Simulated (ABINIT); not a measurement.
# Calculated records

```
! title: Quasiparticle gap of Y2CrH6 (Fm-3m) in ABINIT
! method: RPA screening on LDA, plane waves, norm-conserving pseudopotentials (and 2 further levels or steps)
! program: ABINIT 10.8.3
! settings: cutoff 43 Ha, PseudoDojo scalar-relativistic 0.4.1 standard, norm-conserving, ngkpt (2, 2, 2), nband 77, ecuteps 3.9 Ha, inclvkb 2, shiftk (0, 0, 0), symchi 1, awtr 1, frequency ppm, 2×2×2 k-mesh
! cost: 5 runs, 3.1 min in all on 4 MPI ranks of Arm Neoverse V1, shared host
! notes: This run has no spin polarisation, although Cr can carry a moment. The program’s warnings: nproc spkpt=  >= nkpt= * nsppol=. The cell and positions are those that the Materials Project relaxed with its own functionals (PBE, PBE+U or r2SCAN), kept fixed. Limits: mesh may overstate the screening; no spin polarisation; d states lean on the start; no spin-orbit coupling. The 2×2×2 mesh is coarse for this cell, which bears on the long-range parts of exchange and screening. The RPA ε∞ on this mesh reaches over 25; with a narrow direct gap a coarse mesh can overstate it, and the correction is then too small. The runs have no spin polarisation. For a closed low-spin shell that is the natural state; where a d or f shell is open it is a constraint, and the gap is then not the crystal’s own.
! LDA gap: 0.25 eV, indirect
! G0W0 gap on the mesh: 0.26 eV
! GW settings: 2×2×2 mesh, 77 bands, screening to 106.1 eV, Godby-Needs plasmon pole
CELL_PARAMETERS angstrom
0.00000 3.49931 3.49931
3.49931 0.00000 3.49931
3.49931 3.49931 0.00000
ATOMIC_POSITIONS crystal
Y 0.75000 0.75000 0.75000
Y 0.25000 0.25000 0.25000
Cr 0.00000 0.00000 0.00000
H 0.75439 0.75439 0.24561
H 0.24561 0.75439 0.24561
H 0.75439 0.24561 0.24561
H 0.24561 0.24561 0.75439
H 0.75439 0.24561 0.75439
H 0.24561 0.75439 0.75439
```

[Long decimals in the printed logs are rounded to 6 places.]

[Logs are printed without paths, hosts, clocks, repeated set-up lines and the standing remarks that a program may print on its own settings, such as how far it seeks lower states.]

[Paths, hosts, dates, memory and timing lines, banners, echoed tables and standing remarks are left out of the program output; an Ansatz launch command may be rebuilt from the run's recorded settings. Measured values are a selection of at most five: reports struck by readers or far from the other reports are left out. None is set beside runs whose start may be inverted or whose files or cutoffs have a known fault.]

[Runs of the session that timed out or met a known fault of the program may be left out.]

[Hosts, paths, dates, database ids (printed as entryN), source tags and the programs' standing remarks are cut or masked in the printed files.]

[G0W0 gaps are taken among the corrected bands and points alone; a level outside them can change the order at an edge.]

[Where Ansatz stands beside ABINIT at settings called matched, ABINIT's density can come from a denser mesh and the files from another edition; pairs whose starting gaps differed by over 0.03 eV were left out, so agreement reads better than it is.]
